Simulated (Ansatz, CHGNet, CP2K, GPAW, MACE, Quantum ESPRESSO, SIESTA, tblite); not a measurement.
**SIESTA on random packing of Si31O39C14H16 (at. %) (83 atoms): settings against a plane-wave reference**

How do the settings of SIESTA change the result for random packing of Si31O39C14H16 (at. %) (83 atoms)? A plane-wave run serves as the yardstick.

Program: SIESTA 5.4.2. Level of theory: the method is named at each step. Results are calculated unless marked as measured.

### Step 1. The structure

The cell holds 83 atoms: 26 Si, 32 O, 12 C and 13 H. Its edges and angles: a = 10.052 Å, b = 10.052 Å, c = 10.052 Å, α = 90.0°, β = 90.0°, γ = 90.0°. 83 atoms (26 Si, 32 O, 12 C, 13 H) packed at random in a cube at 2.29 g/cm³ and pushed apart as soft spheres; a start for melting by ab initio MD, not an equilibrated structure. Then every atom was moved at random, 0.03 Å r.m.s. a Cartesian component (hydrogen 0.6 of that).

The yardstick, on the same geometry:

| Item | Value |
| --- | --- |
| method | Kohn-Sham DFT, PBE, PAW, plane waves (Ansatz 0.2.0); cutoff 420 eV, Γ point, fermi-dirac smearing of 0.05 eV; PAW set soft_2 |
| r.m.s. force component | 1.852 eV/Å |
| longest force | 8.771 eV/Å |
| pressure | -12.31 GPa |
| SCF cycles | 12 |
| time | 5.2 s on 8 threads of Arm Neoverse V2, shared host |
| CPU time | 36 s |

### Step 2. PBE, DZP, shift 0.01 Ry, mesh 500 Ry

Method: Kohn-Sham DFT, PBE, PseudoDojo 0.4.1 norm-conserving pseudopotentials (converted to PSML), numerical atomic orbitals (DZP), diagonalisation.

The .psml files are PseudoDojo norm-conserving potentials that we converted to this format, checked against plane waves on the same files for H, C, O, Si, Ge and Ca alone.

input.fdf reads:

```
SystemLabel cell
NumberOfAtoms 83
NumberOfSpecies 4
%block ChemicalSpeciesLabel
  1 14 Si
  2 8 O
  3 6 C
  4 1 H
%endblock ChemicalSpeciesLabel
LatticeConstant 1.0 Ang
%block LatticeVectors
  10.05190 0.00000 0.00000
  0.00000 10.05190 0.00000
  0.00000 0.00000 10.05190
%endblock LatticeVectors
PAO.BasisSize DZP
PAO.EnergyShift 0.01 Ry
XC.Functional GGA
XC.Authors PBE
MeshCutoff 500 Ry
%block kgrid_Monkhorst_Pack
  1 0 0 0.0
  0 1 0 0.0
  0 0 1 0.0
%endblock kgrid_Monkhorst_Pack
SolutionMethod diagon
OccupationFunction FD
ElectronicTemperature 580 K
SCF.Mixer.Method Pulay
SCF.Mixer.Weight 0.15
SCF.Mixer.History 8
SCF.Mix Hamiltonian
MaxSCFIterations 300
SCF.DM.Tolerance 1e-04
SCF.H.Tolerance 1.0e-3 eV
WriteForces T
Write.HirshfeldPop T
Write.VoronoiPop T
Write.DM F
Write.H F
XML.Write F
AtomicCoordinatesFormat Fractional
%block AtomicCoordinatesAndAtomicSpecies
  0.32963 0.68336 0.92186 1
  0.16151 0.16413 0.59123 1
  0.90829 0.27986 0.76941 1
  0.18453 0.52160 0.33826 1
  0.47877 0.78474 0.20318 1
  0.82064 0.59675 0.44293 1
  0.15524 0.95883 0.28654 1
  0.34309 0.50165 0.48420 1
  0.10484 0.89241 0.54332 1
  0.09615 0.50625 0.03552 1
  0.27630 0.36353 0.22535 1
  0.25325 0.72929 0.32775 1
  0.88752 0.08175 0.64462 1
  0.83321 0.86904 0.75130 1
  0.19921 0.01114 0.96568 1
  0.55980 0.96691 0.91073 1
  0.69277 0.76808 0.28365 1
  0.09541 0.28824 0.86671 1
  0.67045 0.14024 0.00985 1
  0.31331 0.35766 0.77977 1
  0.81246 0.67284 0.66998 1
  0.94051 0.25712 0.52338 1
  0.39289 0.56174 0.27797 1
  0.48188 0.52552 0.64424 1
  0.56347 0.33862 0.72338 1
  0.94561 0.45979 0.58204 1
  0.79574 0.12265 0.25882 2
  0.94981 0.37613 0.13208 2
  0.13429 0.26496 0.16078 2
  0.01792 0.98099 0.07120 2
  0.60643 0.48924 0.16735 2
  0.87813 0.77280 0.35861 2
  0.27698 0.19731 0.04522 2
  0.68621 0.02849 0.74412 2
  0.03562 0.43726 0.40012 2
  0.75262 0.29282 0.93689 2
  0.08195 0.73003 0.45269 2
  0.10077 0.83233 0.75963 2
  0.93435 0.59055 0.91671 2
  0.59874 0.90745 0.10741 2
  0.60187 0.36823 0.45158 2
  0.23165 0.29837 0.46783 2
  0.77374 0.84956 0.10075 2
  0.37915 0.76882 0.67223 2
  0.96157 0.85060 0.88662 2
  0.67676 0.28214 0.16506 2
  0.69814 0.50088 0.92650 2
  0.16839 0.65826 0.83091 2
  0.61465 0.65033 0.43494 2
  0.39261 0.93376 0.31510 2
  0.34643 0.18013 0.65310 2
  0.43386 0.78761 0.45681 2
  0.42842 0.26823 0.17436 2
  0.69598 0.19146 0.58072 2
  0.99888 0.47665 0.77378 2
  0.75196 0.46810 0.56977 2
[... 23 atom lines left out ...]
  0.46595 0.55562 0.84332 4
  0.43974 0.29877 0.51075 4
  0.26192 0.16775 0.32216 4
  0.93087 0.97748 0.31987 4
%endblock AtomicCoordinatesAndAtomicSpecies
```

Launch:

```console
$ OMP_NUM_THREADS=1 mpirun -np 2 siesta < input.fdf > output.txt
```

Output:

```text
Version         : 5.4.2
reinit: System Name:
reinit: System Label: cell
initatom: Reading input for the pseudopotentials and atomic orbitals ----------
Species number:   1 Atomic number:   14 Label: Si
Species number:   2 Atomic number:    8 Label: O
Species number:   3 Atomic number:    6 Label: C
Species number:   4 Atomic number:    1 Label: H
Ground state valence configuration (from tables):   3s02  3p02  3d00  4f00
Ground state valence configuration (from tables):   2s02  2p04  3d00  4f00
Ground state valence configuration (from tables):   2s02  2p02  3d00  4f00
Ground state valence configuration (from tables):   1s01  2p00  3d00  4f00
---- Processing specs for species: Si
GGA--PBE XC_GGA_X_PBE--XC_GGA_C_PBE pb
---- Processing specs for species: O
GGA--PBE XC_GGA_X_PBE--XC_GGA_C_PBE pb
---- Processing specs for species: C
GGA--PBE XC_GGA_X_PBE--XC_GGA_C_PBE pb
---- Processing specs for species: H
GGA--PBE XC_GGA_X_PBE--XC_GGA_C_PBE pb
Si pseudopotential only contains V_ls up to l=2 -- lmxkb reset.
O pseudopotential only contains V_ls up to l=2 -- lmxkb reset.
C pseudopotential only contains V_ls up to l=1 -- lmxkb reset.
H pseudopotential only contains V_ls up to l=1 -- lmxkb reset.
Using PAO.SplitTailNorm
%block ChemicalSpeciesLabel
    1   14 Si                      # Species index, atomic number, species label
    2    8 O                       # Species index, atomic number, species label
    3    6 C                       # Species index, atomic number, species label
    4    1 H                       # Species index, atomic number, species label
%endblock ChemicalSpeciesLabel
%block PAO.Basis                 # Define Basis set
Si                    2                    # Species label, number of l-shells
 n=3   0   2                         # n, l, Nzeta
   5.392      3.847
   1.000      1.000
 n=3   1   2 P   1                   # n, l, Nzeta, Polarization, NzetaPol
   6.844      4.952
[...]
O                     2                    # Species label, number of l-shells
 n=2   0   2                         # n, l, Nzeta
[...]
n=2   1   2 P   1                   # n, l, Nzeta, Polarization, NzetaPol
[...]
C                     2                    # Species label, number of l-shells
 n=2   0   2                         # n, l, Nzeta
[...]
n=2   1   2 P   1                   # n, l, Nzeta, Polarization, NzetaPol
[...]
H                     1                    # Species label, number of l-shells
 n=1   0   2 P   1                   # n, l, Nzeta, Polarization, NzetaPol
   5.233      3.529
   1.000      1.000
%endblock PAO.Basis
coor:   Atomic-coordinates input format  =     Fractional
siesta: System type = bulk
initatomlists: Number of atoms, orbitals, and projectors:     83   975  1045
siesta: ******************** Simulation parameters ****************************
Total number of electrons:   357.000000
Total ionic charge:   357.000000
 Kpoints in:            1 . Kpoints trimmed:            1
siesta: k-grid: Number of k-points = 1
siesta: k-points from Monkhorst-Pack grid
siesta: k-cutoff (effective) =     5.026 Ang
siesta: k-point supercell and displacements
siesta: k-grid:     1     0     0      0.000
siesta: k-grid:     0     1     0      0.000
siesta: k-grid:     0     0     1      0.000
                     ====================================
                        Single-point calculation
                     ====================================
outcell: Unit cell vectors (Ang):
       10.051900    0.000000    0.000000
        0.000000   10.051900    0.000000
        0.000000    0.000000   10.051900
outcell: Cell vector modules (Ang)   :   10.051900   10.051900   10.051900
outcell: Cell angles (23,13,12) (deg):     90.0000     90.0000     90.0000
outcell: Cell volume (Ang**3)        :   1015.6509
Gamma-point calculation with multiply-connected orbital pairs
Gamma-point calculation with multiply-connected orbital pairs
Folding of H and S implicitly performed
Folding of H and S implicitly performed
new_DM -- step:     1
Initializing Density Matrix...
Attempting to read DM from file... Failed...
DM filled with atomic data:
InitMesh: MESH = 144 x 144 x 144 = 2985984
InitMesh: Mesh cutoff (required, used) =   500.000   567.193 Ry
stepf: Fermi-Dirac step function
        iscf     Eharris(eV)        E_KS(eV)     FreeEng(eV)     dDmax    Ef(eV) dHmax(eV)
   scf:    1   -19058.552792   -19268.747451   -19268.970068  1.718291 -5.243224 26.724026
   scf:    2   -17962.503315   -18999.842409   -19000.192384  1.490603 -4.787042 71.550150
   scf:    3   -19058.110680   -19336.418149   -19336.737593  1.458432 -4.993639 21.907698
[...]
scf:   34   -19388.746323   -19388.746318   -19389.157879  0.000047 -5.202611  0.001409
   scf:   35   -19388.746324   -19388.746321   -19389.157879  0.000029 -5.202583  0.000852
SCF Convergence by DM+H criterion
max |DM_out - DM_in|         :     0.0000294554
max |H_out - H_in|      (eV) :     0.0008517345
SCF cycle converged after 35 iterations
Using DM_out to compute the final energy and forces
siesta: E_KS(eV) =           -19388.7463
siesta: E_KS - E_eggbox =    -19388.7463
siesta: Atomic forces (eV/Ang):
     1   -1.712729   -0.499406   -2.218973
     2    3.207935    0.986297    0.146954
     3   -3.821901    1.148953    2.203881
[...]
82   -0.556430   -0.419621   -0.041791
    83    0.188748    0.536464    0.263878
----------------------------------------
   Tot    0.001257   -0.000916    0.008055
----------------------------------------
   Max    8.587221
   Res    1.825270    sqrt( Sum f_i^2 / 3N )
----------------------------------------
   Max    8.587221    constrained
Stress tensor Voigt[x,y,z,yz,xz,xy] (kbar):      146.28       93.90      119.16       -0.25      -29.27        1.82
(Free)E + p*V (eV/cell)   -19465.0880
Target enthalpy (eV/cell)   -19389.1579
siesta: Program's energy decomposition (eV):
siesta: Ebs     =     -4244.519571
siesta: Eions   =     29812.315508
siesta: Ena     =      5581.282967
siesta: Ekin    =     11559.261966
siesta: Enl     =     -1616.900503
siesta: DEna    =       226.637968
siesta: DUscf   =        14.918610
siesta: Ex      =     -4920.795664
siesta: Ec      =      -420.836158
siesta: Exc     =     -5341.631822
siesta: Eharris =    -19388.746324
siesta: Etot    =    -19388.746321
siesta: FreeEng =    -19389.157879
siesta: Final energy (eV):
siesta:  Band Struct. =   -4244.519571
siesta:       Kinetic =   11559.261966
siesta:       Hartree =    5884.991451
siesta:         Exch. =   -4920.795664
siesta:         Corr. =    -420.836158
siesta:   Exch.-corr. =   -5341.631822
siesta:  Ion-electron =  -21715.251373
siesta:       Ion-ion =   -9776.116544
siesta:         Total =  -19388.746321
siesta:         Fermi =      -5.202583
siesta: Stress tensor (static) (eV/Ang**3):
siesta:     0.091299    0.001135   -0.018266
siesta:     0.001134    0.058607   -0.000159
siesta:    -0.018266   -0.000159    0.074374
siesta: Cell volume =       1015.650948 Ang**3
siesta: Pressure (static):
siesta:                Solid            Molecule  Units
siesta:          -0.00081424         -0.00069898  Ry/Bohr**3
siesta:          -0.07476009         -0.06417769  eV/Ang**3
siesta:        -119.77886275       -102.82400027  kBar
    Orbital volume contribution        =          33.423632 eV
    (Free)E + p_basis*V_orbitals       =      -19355.734248 eV
    (Free)Eharris+ p_basis*V_orbitals  =      -19355.734251 eV
Hirshfeld Atomic Populations:
Atom #   charge [q] valence [e]  Species
     1     0.189866    3.810134  Si
     2     0.186678    3.813322  Si
     3     0.179457    3.820543  Si
[...]
27    -0.128952    6.128952  O
    28    -0.159622    6.159622  O
    29    -0.119552    6.119552  O
[...]
59     0.118273    3.881727  C
    60    -0.045903    4.045903  C
    61     0.128148    3.871852  C
[...]
71     0.035809    0.964191  H
    72     0.002513    0.997487  H
    73    -0.067394    1.067394  H
[...]
--------------------
 Total    -0.000027
Voronoi Atomic Populations:
Atom #   charge [q] valence [e]  Species
[...]
25     0.280454    3.719546  Si
    26     0.255000    3.745000  Si
[...]
57    -0.282730    6.282730  O
    58    -0.155538    6.155538  O
[...]
69    -0.018812    4.018812  C
    70    -0.105556    4.105556  C
[...]
82    -0.019402    1.019402  H
    83    -0.050002    1.050002  H
--------------------
 Total    -0.000027
```

The job ended after 5.5 min (2 MPI ranks of Arm Neoverse V2, shared host; peak memory 2.1 GiB).

Banners, paths, timers and routine set-up lines are dropped from the logs unmarked, and long logs keep their key lines alone; longer cuts are marked.

Compared with the plane-wave run:

- r.m.s. force component: 1.825 eV/Å
- r.m.s. difference of force components: 139.4 meV/Å
- longest difference of force vectors: 608.8 meV/Å
- force difference over r.m.s. force: 7.526 %
- slope of forces against the reference's: 0.983
- correlation of force components: 0.9972
- pressure: -11.98 GPa
- pressure difference: 0.3292 GPa

Length of the force difference by element (eV/Å):

```csv
element,atoms,mean,most
C,12,0.17,0.38
H,13,0.054,0.083
O,32,0.23,0.61
Si,26,0.27,0.54
```

The surroundings of C61, whose charge lies farthest from its element's mean, nearest first, numbered as they follow in the input and with coordinates relative to it.

```
atom      x      y      z  distance (Å)  Hirshfeld charge (e)     Fx     Fy  Fz (eV/Å)
 C61   0.00   0.00   0.00          0.00                  0.13   0.45  -0.96       0.58
 H78   2.02  -0.52   0.52          2.15                 -0.01  -0.48   0.19      -0.54
 O50  -1.93  -0.99  -0.72          2.29                 -0.16   1.02  -0.83      -1.68
 H75  -1.28  -0.99   1.88          2.48                  0.05   0.12  -1.36      -0.57
 O27   2.12   0.91  -1.29          2.64                 -0.13   1.65  -2.00      -3.15
 O54   1.11   1.60   1.95          2.76                 -0.19   0.62   0.32       0.89
 C64   0.51  -2.17   1.65          2.77                  0.05  -1.27  -0.71      -0.23
 O52  -1.52  -2.46   0.70          2.98                 -0.13  -1.93   0.02       0.42
Si17   1.08  -2.66  -1.04          3.05                  0.23   3.71  -0.43      -1.07
 O40   0.14  -1.26  -2.81          3.08                 -0.10  -1.23  -0.48      -1.01
```

Forces lie 7.5 % from the reference's, at 18 times its CPU time (on 2 against 8 cores).

### Step 3. PBE, SZP, shift 0.01 Ry, mesh 500 Ry

Method: Kohn-Sham DFT, PBE, PseudoDojo 0.4.1 norm-conserving pseudopotentials (converted to PSML), numerical atomic orbitals (SZP), diagonalisation.

Edit input.fdf of step 2 so:

```diff
@@ -15,3 +15,3 @@
 %endblock LatticeVectors
-PAO.BasisSize DZP
+PAO.BasisSize SZP
 PAO.EnergyShift 0.01 Ry
```

Output:

```text
Version         : 5.4.2
reinit: System Name:
reinit: System Label: cell
initatom: Reading input for the pseudopotentials and atomic orbitals ----------
Species number:   1 Atomic number:   14 Label: Si
Species number:   2 Atomic number:    8 Label: O
Species number:   3 Atomic number:    6 Label: C
Species number:   4 Atomic number:    1 Label: H
Ground state valence configuration (from tables):   3s02  3p02  3d00  4f00
Ground state valence configuration (from tables):   2s02  2p04  3d00  4f00
Ground state valence configuration (from tables):   2s02  2p02  3d00  4f00
Ground state valence configuration (from tables):   1s01  2p00  3d00  4f00
---- Processing specs for species: Si
GGA--PBE XC_GGA_X_PBE--XC_GGA_C_PBE pb
---- Processing specs for species: O
[... lines left out ...]
stepf: Fermi-Dirac step function
        iscf     Eharris(eV)        E_KS(eV)     FreeEng(eV)     dDmax    Ef(eV) dHmax(eV)
[... lines left out ...]
SCF Convergence by DM+H criterion
[... lines left out ...]
SCF cycle converged after 41 iterations
[... lines left out ...]
   Max   10.673831
[... lines left out ...]
   Max   10.673831    constrained
Stress tensor Voigt[x,y,z,yz,xz,xy] (kbar):      115.46       55.93       89.88        0.01      -32.63        2.18
[... lines left out ...]
siesta: FreeEng =    -19369.365102
[... lines left out ...]
siesta:         Corr. =    -422.749219
siesta:   Exch.-corr. =   -5327.372699
siesta:  Ion-electron =  -21601.760482
siesta:       Ion-ion =   -9776.116544
siesta:         Total =  -19368.937360
siesta:         Fermi =      -5.187106
siesta: Stress tensor (static) (eV/Ang**3):
siesta:     0.072062    0.001362   -0.020367
siesta:     0.001361    0.034908    0.000008
siesta:    -0.020367    0.000008    0.056099
siesta: Cell volume =       1015.650948 Ang**3
siesta: Pressure (static):
siesta:                Solid            Molecule  Units
siesta:          -0.00059202         -0.00054763  Ry/Bohr**3
siesta:          -0.05435641         -0.05028101  eV/Ang**3
siesta:         -87.08856750        -80.55906329  kBar
    Orbital volume contribution        =          27.821144 eV
    (Free)E + p_basis*V_orbitals       =      -19341.543958 eV
    (Free)Eharris+ p_basis*V_orbitals  =      -19341.543957 eV
Hirshfeld Atomic Populations:
Atom #   charge [q] valence [e]  Species
     1     0.202618    3.797382  Si
     2     0.189684    3.810316  Si
     3     0.186233    3.813767  Si
[...]
27    -0.136082    6.136082  O
    28    -0.130511    6.130511  O
    29    -0.120289    6.120289  O
[...]
59     0.106371    3.893629  C
    60    -0.065851    4.065851  C
    61     0.115766    3.884234  C
[...]
71     0.032493    0.967507  H
    72     0.007695    0.992305  H
    73    -0.067458    1.067458  H
[...]
--------------------
 Total    -0.000026
Voronoi Atomic Populations:
Atom #   charge [q] valence [e]  Species
[...]
25     0.326040    3.673960  Si
    26     0.310253    3.689747  Si
[...]
57    -0.305738    6.305738  O
    58    -0.164755    6.164755  O
[...]
69    -0.046623    4.046623  C
    70    -0.149649    4.149649  C
[...]
82    -0.041824    1.041824  H
    83    -0.069321    1.069321  H
--------------------
 Total    -0.000026
```

Run time: 5 min. Hardware: 2 MPI ranks; peak memory 1.9 GiB; 10 min of CPU time.

Numbers from this run, and their distance from the reference:

```
r.m.s. force component                  : 1.986 eV/Å
r.m.s. difference of force components   : 474.6 meV/Å
longest difference of force vectors     : 2714 meV/Å
force difference over r.m.s. force      : 25.63 %
slope of forces against the reference's : 1.042
correlation of force components         : 0.9718
pressure                                : -8.709 GPa
pressure difference                     : 3.598 GPa
```

This is a coarse setting, run to see what it loses.

Against the first run (7.5 %), the force difference from the reference is 26 %, at 0.92 times the CPU time, with 682 basis functions against 975: the smaller basis costs accuracy.

[end of part 1 of 2]

[Also dropped from logs without a mark: logging warnings of Python, and SIESTA's first energy breakdown and zero terms.]

[Logs are printed without paths, hosts, clocks, repeated set-up lines and the standing remarks that a program may print on its own settings, such as how far it seeks lower states.]

[Hosts, paths, dates, database ids (printed as entryN), source tags and the programs' standing remarks are cut or masked in the printed files.]
